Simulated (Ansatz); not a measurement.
# Cs on W(100): change of the work function, part 3 of 3

How does one ordered layer of Cs (hollow site) change the work function of W(100), and what dipole does each adsorbate carry?

Ansatz 0.2.0; plane-wave DFT, PBE, Ansatz PAW.

So far, work function, upper face (eV): step 2 (the clean slab) 4.14.

## Step 3: The covered slab (continued)

Projected DOS per atom over height of the atomic layer and energy from the Fermi level. Layers: W4 W4 W4 W4 W4 Cs from below.

Ten even steps from '_' (0.00 states/eV) to '@' (2.14 states/eV), each cell a mean:
```
##++++++++..
%%==++==**::
++::--::++++
**..::..++..
@@::::::**..
%%--..--##..
==::::::**..
++--==--++__
++==++==**__
##++**++**__
++##**##==__
::==--++--__
::==--==::__
++**++**++__
..--==----__
..--++--..__
__::--::..__
__..::..____
____________
____________
____________
____________
```
Columns: height of the atomic layer (Å) from 9 to 18.3 (not evenly spaced); rows upwards: energy from the Fermi level (eV) from -7.96 to 1.95.

ELF in the ca plane at fractional y = 0.250, with atoms of W and Cs within 0.2 Å of it. It is the smooth field of the valence electrons, not physical close to the nuclei.

Ten even steps from '0' (0.00) to '9' (0.88), each cell a mean:
```
45542235545542234443332100111000000000000000
55422323455433323443333210000000000000000000
54257763354367762344333321000000000000000000
42264274242373373244433332100000000000000000
42265374242374373244433332100000000000000000
54357763354357762344333321000000000000000000
55422223455433223443333210000000000000000000
45542235545542234443332100111000000000000000
45543345544543345544431024665310000000000000
55431124555432123554421269998741000000000000
55335543455335553345311599999963100000000000
43266573243256574234312896259974100000000000
42263174133164165124212893018984100000000000
43266573243257574234312896359974100000000000
55335543455335543355311599999963100000000000
55431124555432123554421269998741000000000000
45543345544553345544431024665310000000000000
```
Columns run along c (16.0 Å, from fractional 0.32 to 0.89 of the cell), rows up along a (6.3 Å). Atoms in or near the plane, at fractional coordinates: W at (0.38, 0.25), W at (0.50, 0.25), W at (0.38, 0.75), W at (0.50, 0.75), Cs at (0.66, 0.25).

Valence density in the ca plane at fractional y = 0.250, with atoms of W and Cs within 0.2 Å of it. It is the smooth field of the valence electrons, not physical close to the nuclei.

Ten steps, logarithmic in the rise over the least value, from '0' (0.0 e/Å³) to '9' (5.0 e/Å³), each cell a mean:
```
34444444444444443332211100000000000000000000
33456654444456654332211000000000000000000000
33579986444589985332111000000000000000000000
33589997434699996432111000000000000000000000
33589997434699996432111000000000000000000000
33579986444589985332111000000000000000000000
33456654444456654332211000000000000000000000
34444444444444443332211101100000000000000000
34443344444443333332211112221100000000000000
34444444444444444332211234554210000000000000
33467875444467875332212356665420000000000000
33589996433589997432112466566531000000000000
33699997433589997432112565256531000000000000
33589996433589997432112466566531000000000000
33467875444467875332212356665420000000000000
34444444444444444332211234554210000000000000
34443344444443333332211112221100000000000000
```
Columns run along c (16.0 Å, from fractional 0.32 to 0.89 of the cell), rows up along a (6.3 Å). Atoms in or near the plane, at fractional coordinates: W at (0.38, 0.25), W at (0.50, 0.25), W at (0.38, 0.75), W at (0.50, 0.75), Cs at (0.66, 0.25).

Electrostatic potential energy in the ca plane at fractional y = 0.250, with atoms of W and Cs within 0.2 Å of it. With pseudopotentials it is smooth inside the atoms' cores, unlike the true potential.

Ten even steps from '0' (-58 eV) to '9' (9 eV), each cell a mean:
```
99998899999998899999999999999999999999999999
99976678999876678999999999999999999999999999
99841136899741147999999999999999999999999999
99620005898610016899999999999999999999999999
99620015898610016899999999999999999999999999
99852137899741147999999999999999999999999999
99986678999876678999999999999999999999999999
99998899999998899999999999999999999999999999
99999999999999999999999999999999999999999999
99988789999988789999999987778999999999999999
99864357999864357999999875556899999999999999
99730015899740015899999755555789999999999999
99620004899720004899999755655789999999999999
99730016899740015899999755555789999999999999
99864357999874357999999875556899999999999999
99988789999988889999999987778999999999999999
99999999999999999999999999999999999999999999
```
Columns run along c (16.0 Å, from fractional 0.32 to 0.89 of the cell; values clipped at the 3rd and 97th percentile), rows up along a (6.3 Å). Atoms in or near the plane, at fractional coordinates: W at (0.38, 0.25), W at (0.50, 0.25), W at (0.38, 0.75), W at (0.50, 0.75), Cs at (0.66, 0.25).

The relaxation took 9 steps and lowered the energy by 0.21 eV; the largest force on the free atoms ends at 0.016 eV/Å.

By hand: a sheet of dipoles makes a step −p/(ε₀A) in the electron's potential. With e/ε₀ = 180.95 V·Å, p = 0.5917 e·Å and A = 39.94 Å², that is −180.95 × (0.5917) / 39.94 = -2.680 eV, and the two vacuum levels of the run differ by -2.680 eV.

The covered face has 1.55 eV, -2.59 eV against the clean one; the bare back face has moved by -0.02 eV, a measure of how thin the slab is.

## Step 4: Work function against coverage

This step: plane-wave DFT, PBE, Ansatz PAW; work function against coverage (Ansatz 0.2.0).

The runs are now put side by side.

This step gave:

```yaml
work_function_of_the_clean_face: 4.140 eV
largest_change_of_the_work_function: -2.592 eV
```

The work function of the covered face by coverage:

```
coverage (adsorbates/nm²)  work function of the covered face (eV)
                     0.00                                    4.14
                     2.50                                    1.55
```

The dipole per adsorbate comes from the change of the cell's dipole. Coverage, by row:

```
coverage (1/nm²)  coverage (ML)  work function (eV)  change (eV)  dipole per adsorbate, positive end outwards (debye)  mean height of the added atoms over the highest substrate atom (Å)
           2.504           0.25               1.548       -2.592                                                2.724                                                               3.081
```

## Step 5: Summary of results

```json
{
 "work function of the clean face": "4.14 eV",
 "work function at 0.25 ML": "1.55 eV",
 "dipole per adsorbate at 0.25 ML, positive end outwards": "2.72 D"
}
```

**Reading.** Cs lowers the work function of W(100) at the lowest coverage, by 2.59 eV: the adsorbate layer has its positive end outwards. One coverage alone was completed, so no trend follows. The slab has 5 layers, at the tabulated experimental lattice constant, one starting site was run, and quantum-size effects of a slab this thin can reach one or two tenths of an eV.

[Long decimals in the printed logs are rounded to 6 places.]

[Logs are printed without paths, hosts, clocks, repeated set-up lines and the standing remarks that a program may print on its own settings, such as how far it seeks lower states.]

[Hosts, paths, dates, database ids (printed as entryN), source tags and the programs' standing remarks are cut or masked in the printed files.]

[Maps of the electrostatic potential energy from Ansatz leave out the sawtooth potential of an applied field or a dipole correction, so their vacuum need not be flat; planar profiles and work functions include it.]
